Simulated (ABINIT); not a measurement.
# MgGeSe3 (Pm-3m): zone-centre phonons, part 4 of 4

Aim: the zone-centre modes of MgGeSe3 (Pm-3m).

ABINIT 10.8.3; DFT LDA, scalar-relativistic, plane waves, HGH norm-conserving pseudopotentials.

So far. Step 6 (Linear response at Γ): The acoustic modes at Γ come out as far as 1.0 cm⁻¹ from zero, where they should vanish, a small numerical error. The lowest optical mode is imaginary, 149i cm⁻¹, an instability at this level and on this k mesh. Step 7 (Zone-centre analysis): The rule moves no optical mode by more than 0.1 cm⁻¹. The relaxed cell has a = 4.898 Å (conventional setting).

The structure was built from a prototype and need not be the compound's stable phase.

## Step 8: Sum rules set otherwise (asr 0)

Without the rule the raw error of the acoustic modes shows.

Contents of anaddb.abi:

```
ddb_filepath "gamma_DDB"
output_file "anaddb.abo"
outdata_prefix "anaddb"
asr 0
chneut 0
enunit 2
eivec 1
nph1l 1
qph1l 0.0 0.0 0.0 1.0
```

Contents of mrgddb.in:

```
gamma_DDB
merged
2
dfpt_gammao_DDB
gso_DDB
```

Run with:

```bash
mrgddb < mrgddb.in > mrgddb.log
OMP_NUM_THREADS=1 anaddb anaddb.abi > anaddb.log
```

anaddb.abo, the main output file:

```text
-outvars_anaddb: echo values of input variables ----------------------

 Miscellaneous information :
      enunit         2
       eivec         1
      chneut         0
 First list of wavevector (reduced coord.) :
       nph1l         1
       qph1l
                     0.00000000E+00  0.00000000E+00  0.00000000E+00    1.000E+00

================================================================================

 read the DDB information and perform some checks

  ==== Info on the Cryst% object ====
 Real(R)+Recip(G) space primitive vectors, cartesian coordinates (Bohr,Bohr^-1):
 R(1)=  9.2567066  0.0000000  0.0000000  G(1)=  0.1080298  0.0000000  0.0000000
 R(2)=  0.0000000  9.2567066  0.0000000  G(2)=  0.0000000  0.1080298  0.0000000
 R(3)=  0.0000000  0.0000000  9.2567066  G(3)=  0.0000000  0.0000000  0.1080298
 Unit cell volume ucvol=  7.9317586E+02 bohr^3
 Angles (23,13,12)=  9.00000000E+01  9.00000000E+01  9.00000000E+01 degrees
 Time-reversal symmetry is present
 Reduced atomic positions [iatom, xred, symbol]:
    1)    0.0000000  0.0000000  0.0000000  Mg
    2)    0.5000000  0.5000000  0.5000000  Ge
    3)    0.5000000  0.5000000  0.0000000  Se
    4)    0.5000000  0.0000000  0.5000000  Se
    5)    0.0000000  0.5000000  0.5000000  Se

 DDB file with 3 blocks has been read.

================================================================================

 Treat the first list of vectors

  Phonon wavevector (reduced coordinates) :  0.00000  0.00000  0.00000
 Phonon energies in Hartree :
  -6.797870E-04 -6.797870E-04 -6.797870E-04 -4.469619E-04 -4.469619E-04
  -4.469619E-04 -2.375052E-04 -2.375052E-04 -2.375052E-04  4.745214E-06
   4.745215E-06  4.745216E-06  9.865613E-04  9.865613E-04  9.865613E-04
 Phonon energies in meV     :
- -1.849795E+01 -1.849795E+01 -1.849795E+01 -1.216245E+01 -1.216245E+01
- -1.216245E+01 -6.462845E+00 -6.462845E+00 -6.462845E+00  1.291239E-01
-  1.291239E-01  1.291239E-01  2.684570E+01  2.684570E+01  2.684570E+01
 Phonon frequencies in cm-1    :
- -1.491960E+02 -1.491960E+02 -1.491960E+02 -9.809681E+01 -9.809681E+01
- -9.809681E+01 -5.212636E+01 -5.212636E+01 -5.212636E+01  1.041454E+00
-  1.041454E+00  1.041455E+00  2.165252E+02  2.165252E+02  2.165252E+02
 Phonon frequencies in Thz     :
- -4.472784E+00 -4.472784E+00 -4.472784E+00 -2.940868E+00 -2.940868E+00
- -2.940868E+00 -1.562709E+00 -1.562709E+00 -1.562709E+00  3.122201E-02
-  3.122201E-02  3.122202E-02  6.491261E+00  6.491261E+00  6.491261E+00
 Phonon energies in Kelvin  :
- -2.146598E+02 -2.146598E+02 -2.146598E+02 -1.411394E+02 -1.411394E+02
- -1.411394E+02 -7.499821E+01 -7.499821E+01 -7.499821E+01  1.498420E+00
-  1.498420E+00  1.498421E+00  3.115314E+02  3.115314E+02  3.115314E+02

 Eigendisplacements
 (will be given, for each mode : in cartesian coordinates
   for each atom the real part of the displacement vector,
   then the imaginary part of the displacement vector - absolute values smaller than 1.0d-7 are set to zero)
  Mode number    1   Energy   -6.797870E-04
 Attention : low frequency mode.
   (Could be unstable or acoustic mode)
-  1  0.00000000E+00  0.00000000E+00 -4.24933264E-03
-     0.00000000E+00  0.00000000E+00  0.00000000E+00
-  2  0.00000000E+00  0.00000000E+00 -3.48189421E-04
-     0.00000000E+00  0.00000000E+00  0.00000000E+00
-  3  0.00000000E+00  0.00000000E+00  2.99490824E-05
-     0.00000000E+00  0.00000000E+00  0.00000000E+00
-  4  0.00000000E+00  0.00000000E+00  7.99073947E-04
-     0.00000000E+00  0.00000000E+00  0.00000000E+00
-  5  0.00000000E+00  0.00000000E+00  7.99073947E-04
-     0.00000000E+00  0.00000000E+00  0.00000000E+00
  Mode number    2   Energy   -6.797870E-04
 Attention : low frequency mode.
   (Could be unstable or acoustic mode)
-  1  0.00000000E+00 -4.24933264E-03  0.00000000E+00
-     0.00000000E+00  0.00000000E+00  0.00000000E+00
-  2  0.00000000E+00 -3.48189421E-04  0.00000000E+00
-     0.00000000E+00  0.00000000E+00  0.00000000E+00
-  3  0.00000000E+00  7.99073947E-04  0.00000000E+00
-     0.00000000E+00  0.00000000E+00  0.00000000E+00
-  4  0.00000000E+00  2.99490824E-05  0.00000000E+00
-     0.00000000E+00  0.00000000E+00  0.00000000E+00
-  5  0.00000000E+00  7.99073947E-04  0.00000000E+00
-     0.00000000E+00  0.00000000E+00  0.00000000E+00
  Mode number    3   Energy   -6.797870E-04
 Attention : low frequency mode.
   (Could be unstable or acoustic mode)
-  1  4.24933264E-03  0.00000000E+00  0.00000000E+00
-     0.00000000E+00  0.00000000E+00  0.00000000E+00
-  2  3.48189421E-04  0.00000000E+00  0.00000000E+00
-     0.00000000E+00  0.00000000E+00  0.00000000E+00
-  3 -7.99073947E-04  0.00000000E+00  0.00000000E+00
-     0.00000000E+00  0.00000000E+00  0.00000000E+00
-  4 -7.99073947E-04  0.00000000E+00  0.00000000E+00
-     0.00000000E+00  0.00000000E+00  0.00000000E+00
-  5 -2.99490824E-05  0.00000000E+00  0.00000000E+00
-     0.00000000E+00  0.00000000E+00  0.00000000E+00
  Mode number    4   Energy   -4.469619E-04
 Attention : low frequency mode.
   (Could be unstable or acoustic mode)
-  1  0.00000000E+00  0.00000000E+00  0.00000000E+00
-     0.00000000E+00  0.00000000E+00  0.00000000E+00
-  2  0.00000000E+00  0.00000000E+00  0.00000000E+00
-     0.00000000E+00  0.00000000E+00  0.00000000E+00
-  3  0.00000000E+00  0.00000000E+00  0.00000000E+00
-     0.00000000E+00  0.00000000E+00  0.00000000E+00
-  4  0.00000000E+00  0.00000000E+00  1.86380890E-03
-     0.00000000E+00  0.00000000E+00  0.00000000E+00
-  5  0.00000000E+00  0.00000000E+00 -1.86380890E-03
-     0.00000000E+00  0.00000000E+00  0.00000000E+00
  Mode number    5   Energy   -4.469619E-04
 Attention : low frequency mode.
   (Could be unstable or acoustic mode)
-  1  0.00000000E+00  0.00000000E+00  0.00000000E+00
-     0.00000000E+00  0.00000000E+00  0.00000000E+00
-  2  0.00000000E+00  0.00000000E+00  0.00000000E+00
-     0.00000000E+00  0.00000000E+00  0.00000000E+00
-  3  0.00000000E+00  1.86380890E-03  0.00000000E+00
-     0.00000000E+00  0.00000000E+00  0.00000000E+00
-  4  0.00000000E+00  0.00000000E+00  0.00000000E+00
-     0.00000000E+00  0.00000000E+00  0.00000000E+00
-  5  0.00000000E+00 -1.86380890E-03  0.00000000E+00
-     0.00000000E+00  0.00000000E+00  0.00000000E+00
  Mode number    6   Energy   -4.469619E-04
 Attention : low frequency mode.
   (Could be unstable or acoustic mode)
-  1  0.00000000E+00  0.00000000E+00  0.00000000E+00
-     0.00000000E+00  0.00000000E+00  0.00000000E+00
-  2  0.00000000E+00  0.00000000E+00  0.00000000E+00
-     0.00000000E+00  0.00000000E+00  0.00000000E+00
-  3  1.86380890E-03  0.00000000E+00  0.00000000E+00
-     0.00000000E+00  0.00000000E+00  0.00000000E+00
-  4 -1.86380890E-03  0.00000000E+00  0.00000000E+00
-     0.00000000E+00  0.00000000E+00  0.00000000E+00
-  5  0.00000000E+00  0.00000000E+00  0.00000000E+00
-     0.00000000E+00  0.00000000E+00  0.00000000E+00
  Mode number    7   Energy   -2.375052E-04
 Attention : low frequency mode.
   (Could be unstable or acoustic mode)
-  1  0.00000000E+00  0.00000000E+00 -1.69162515E-03
-     0.00000000E+00  0.00000000E+00  0.00000000E+00
-  2  0.00000000E+00  0.00000000E+00  1.92624632E-03
-     0.00000000E+00  0.00000000E+00  0.00000000E+00
-  3  0.00000000E+00  0.00000000E+00  7.75786613E-04
-     0.00000000E+00  0.00000000E+00  0.00000000E+00
-  4  0.00000000E+00  0.00000000E+00 -1.01312688E-03
-     0.00000000E+00  0.00000000E+00  0.00000000E+00
-  5  0.00000000E+00  0.00000000E+00 -1.01312688E-03
-     0.00000000E+00  0.00000000E+00  0.00000000E+00
  Mode number    8   Energy   -2.375052E-04
 Attention : low frequency mode.
   (Could be unstable or acoustic mode)
-  1  0.00000000E+00 -1.69162515E-03  0.00000000E+00
-     0.00000000E+00  0.00000000E+00  0.00000000E+00
-  2  0.00000000E+00  1.92624632E-03  0.00000000E+00
-     0.00000000E+00  0.00000000E+00  0.00000000E+00
-  3  0.00000000E+00 -1.01312688E-03  0.00000000E+00
-     0.00000000E+00  0.00000000E+00  0.00000000E+00
-  4  0.00000000E+00  7.75786613E-04  0.00000000E+00
-     0.00000000E+00  0.00000000E+00  0.00000000E+00
-  5  0.00000000E+00 -1.01312688E-03  0.00000000E+00
-     0.00000000E+00  0.00000000E+00  0.00000000E+00
  Mode number    9   Energy   -2.375052E-04
 Attention : low frequency mode.
   (Could be unstable or acoustic mode)
-  1  1.69162515E-03  0.00000000E+00  0.00000000E+00
-     0.00000000E+00  0.00000000E+00  0.00000000E+00
-  2 -1.92624632E-03  0.00000000E+00  0.00000000E+00
-     0.00000000E+00  0.00000000E+00  0.00000000E+00
-  3  1.01312688E-03  0.00000000E+00  0.00000000E+00
-     0.00000000E+00  0.00000000E+00  0.00000000E+00
-  4  1.01312688E-03  0.00000000E+00  0.00000000E+00
-     0.00000000E+00  0.00000000E+00  0.00000000E+00
-  5 -7.75786613E-04  0.00000000E+00  0.00000000E+00
-     0.00000000E+00  0.00000000E+00  0.00000000E+00
  Mode number   10   Energy    4.745214E-06
 Attention : low frequency mode.
   (Could be unstable or acoustic mode)
-  1  0.00000000E+00  0.00000000E+00 -1.28195442E-03
-     0.00000000E+00  0.00000000E+00  0.00000000E+00
-  2  0.00000000E+00  0.00000000E+00 -1.28193825E-03
-     0.00000000E+00  0.00000000E+00  0.00000000E+00
-  3  0.00000000E+00  0.00000000E+00 -1.28191434E-03
-     0.00000000E+00  0.00000000E+00  0.00000000E+00
-  4  0.00000000E+00  0.00000000E+00 -1.28202839E-03
-     0.00000000E+00  0.00000000E+00  0.00000000E+00
-  5  0.00000000E+00  0.00000000E+00 -1.28202839E-03
-     0.00000000E+00  0.00000000E+00  0.00000000E+00
  Mode number   11   Energy    4.745215E-06
 Attention : low frequency mode.
   (Could be unstable or acoustic mode)
-  1  0.00000000E+00  1.28195442E-03  0.00000000E+00
-     0.00000000E+00  0.00000000E+00  0.00000000E+00
-  2  0.00000000E+00  1.28193825E-03  0.00000000E+00
-     0.00000000E+00  0.00000000E+00  0.00000000E+00
-  3  0.00000000E+00  1.28202839E-03  0.00000000E+00
-     0.00000000E+00  0.00000000E+00  0.00000000E+00
-  4  0.00000000E+00  1.28191434E-03  0.00000000E+00
-     0.00000000E+00  0.00000000E+00  0.00000000E+00
-  5  0.00000000E+00  1.28202839E-03  0.00000000E+00
-     0.00000000E+00  0.00000000E+00  0.00000000E+00
  Mode number   12   Energy    4.745216E-06
 Attention : low frequency mode.
   (Could be unstable or acoustic mode)
-  1  1.28195442E-03  0.00000000E+00  0.00000000E+00
-     0.00000000E+00  0.00000000E+00  0.00000000E+00
-  2  1.28193825E-03  0.00000000E+00  0.00000000E+00
-     0.00000000E+00  0.00000000E+00  0.00000000E+00
-  3  1.28202839E-03  0.00000000E+00  0.00000000E+00
-     0.00000000E+00  0.00000000E+00  0.00000000E+00
-  4  1.28202839E-03  0.00000000E+00  0.00000000E+00
-     0.00000000E+00  0.00000000E+00  0.00000000E+00
-  5  1.28191434E-03  0.00000000E+00  0.00000000E+00
-     0.00000000E+00  0.00000000E+00  0.00000000E+00
  Mode number   13   Energy    9.865613E-04
-  1  0.00000000E+00  0.00000000E+00  9.39685796E-05
-     0.00000000E+00  0.00000000E+00  0.00000000E+00
-  2  0.00000000E+00  0.00000000E+00  1.44226558E-03
-     0.00000000E+00  0.00000000E+00  0.00000000E+00
-  3  0.00000000E+00  0.00000000E+00 -2.16829911E-03
-     0.00000000E+00  0.00000000E+00  0.00000000E+00
-  4  0.00000000E+00  0.00000000E+00  4.06499190E-04
-     0.00000000E+00  0.00000000E+00  0.00000000E+00
-  5  0.00000000E+00  0.00000000E+00  4.06499190E-04
-     0.00000000E+00  0.00000000E+00  0.00000000E+00
  Mode number   14   Energy    9.865613E-04
-  1  0.00000000E+00 -9.39685796E-05  0.00000000E+00
-     0.00000000E+00  0.00000000E+00  0.00000000E+00
-  2  0.00000000E+00 -1.44226558E-03  0.00000000E+00
-     0.00000000E+00  0.00000000E+00  0.00000000E+00
-  3  0.00000000E+00 -4.06499190E-04  0.00000000E+00
-     0.00000000E+00  0.00000000E+00  0.00000000E+00
-  4  0.00000000E+00  2.16829911E-03  0.00000000E+00
-     0.00000000E+00  0.00000000E+00  0.00000000E+00
-  5  0.00000000E+00 -4.06499190E-04  0.00000000E+00
-     0.00000000E+00  0.00000000E+00  0.00000000E+00
  Mode number   15   Energy    9.865613E-04
-  1  9.39685796E-05  0.00000000E+00  0.00000000E+00
-     0.00000000E+00  0.00000000E+00  0.00000000E+00
-  2  1.44226558E-03  0.00000000E+00  0.00000000E+00
-     0.00000000E+00  0.00000000E+00  0.00000000E+00
-  3  4.06499190E-04  0.00000000E+00  0.00000000E+00
-     0.00000000E+00  0.00000000E+00  0.00000000E+00
-  4  4.06499190E-04  0.00000000E+00  0.00000000E+00
-     0.00000000E+00  0.00000000E+00  0.00000000E+00
-  5 -2.16829911E-03  0.00000000E+00  0.00000000E+00
-     0.00000000E+00  0.00000000E+00  0.00000000E+00

 Analysis of degeneracies and characters (maximum tolerance=1.00E-06 a.u.)
 For each vibration mode, or group of modes if degenerate,
 the characters are given for each symmetry operation (see the list in the log file).
 Symmetry characters of vibration mode #   1
       degenerate with vibration modes #   2 to    3
  3.0 -3.0 -1.0  1.0 -1.0  1.0 -1.0  1.0  1.0 -1.0 -1.0  1.0  1.0 -1.0 -1.0  1.0
  0.0 -0.0 -0.0  0.0 -0.0  0.0 -0.0  0.0  1.0 -1.0 -1.0  1.0 -1.0  1.0  1.0 -1.0
  0.0 -0.0 -0.0  0.0 -0.0  0.0 -0.0  0.0  1.0 -1.0  1.0 -1.0 -1.0  1.0 -1.0  1.0
 Symmetry characters of vibration mode #   4
       degenerate with vibration modes #   5 to    6
  3.0 -3.0 -1.0  1.0 -1.0  1.0 -1.0  1.0 -1.0  1.0  1.0 -1.0 -1.0  1.0  1.0 -1.0
  0.0 -0.0 -0.0  0.0  0.0 -0.0 -0.0  0.0 -1.0  1.0  1.0 -1.0  1.0 -1.0 -1.0  1.0
  0.0 -0.0  0.0 -0.0 -0.0  0.0 -0.0  0.0 -1.0  1.0 -1.0  1.0  1.0 -1.0  1.0 -1.0
 Symmetry characters of vibration mode #   7
       degenerate with vibration modes #   8 to    9
  3.0 -3.0 -1.0  1.0 -1.0  1.0 -1.0  1.0  1.0 -1.0 -1.0  1.0  1.0 -1.0 -1.0  1.0
  0.0 -0.0  0.0 -0.0 -0.0  0.0 -0.0  0.0  1.0 -1.0 -1.0  1.0 -1.0  1.0  1.0 -1.0
  0.0 -0.0 -0.0  0.0 -0.0  0.0  0.0 -0.0  1.0 -1.0  1.0 -1.0 -1.0  1.0 -1.0  1.0
 Symmetry characters of vibration mode #  10
       degenerate with vibration modes #  11 to   12
  3.0 -3.0 -1.0  1.0 -1.0  1.0 -1.0  1.0  1.0 -1.0 -1.0  1.0  1.0 -1.0 -1.0  1.0
  0.0 -0.0  0.0 -0.0 -0.0  0.0 -0.0  0.0  1.0 -1.0 -1.0  1.0 -1.0  1.0  1.0 -1.0
  0.0 -0.0 -0.0  0.0 -0.0  0.0  0.0 -0.0  1.0 -1.0  1.0 -1.0 -1.0  1.0 -1.0  1.0
 Symmetry characters of vibration mode #  13
       degenerate with vibration modes #  14 to   15
  3.0 -3.0 -1.0  1.0 -1.0  1.0 -1.0  1.0  1.0 -1.0 -1.0  1.0  1.0 -1.0 -1.0  1.0
  0.0 -0.0  0.0 -0.0 -0.0  0.0 -0.0  0.0  1.0 -1.0 -1.0  1.0 -1.0  1.0  1.0 -1.0
  0.0 -0.0 -0.0  0.0 -0.0  0.0  0.0 -0.0  1.0 -1.0  1.0 -1.0 -1.0  1.0 -1.0  1.0
-
```

Elapsed: 0.51 s, on 1 thread of Arm Neoverse V2, shared host.

Zone-centre frequencies as printed; negative means imaginary. Modes:

| mode | frequency (cm⁻¹) |
| --- | --- |
| 1 | -149.2 |
| 2 | -149.2 |
| 3 | -149.2 |
| 4 | -98.1 |
| 5 | -98.1 |
| 6 | -98.1 |
| 7 | -52.13 |
| 8 | -52.13 |
| 9 | -52.13 |
| 10 | 1.04 |
| 11 | 1.04 |
| 12 | 1.04 |
| 13 | 216.5 |
| 14 | 216.5 |
| 15 | 216.5 |

## Step 9: Results

```
space group after relaxation                                           : Pm-3m
volume per atom                                                        : 23.5 Å³
highest optical zone-centre mode (no LO-TO term)                       : 216.5 cm⁻¹
lowest optical zone-centre mode                                        : -149.2 cm⁻¹
imaginary optical modes at the zone centre (no q mesh in this session) : yes
```

At the LDA level the optical modes of MgGeSe3 (Pm-3m) at the zone centre run from 149i to 217 cm⁻¹, so the structure is a saddle point, with 9 modes beyond 10i cm⁻¹ there. These are harmonic frequencies: anharmonic shifts and widths and the lattice's thermal expansion are left out. The Fermi-Dirac smearing of 0.01 Ha is an electronic temperature of 3158 K, which adds a pressure of its own and can shift the volume and soft modes. The HGH files keep few electrons and have no core correction, which is cheap but rough for Ge and Mg. In a metal the frequencies hang on the k mesh and the smearing, most of all near Kohn anomalies. The structure is a hypothetical one, built on a prototype.

[Host names and launcher messages were left out of these logs when they were recorded.]

[Logs are printed without paths, hosts, clocks, repeated set-up lines and the standing remarks that a program may print on its own settings, such as how far it seeks lower states.]

[Hosts, paths, dates, database ids (printed as entryN), source tags and the programs' standing remarks are cut or masked in the printed files.]
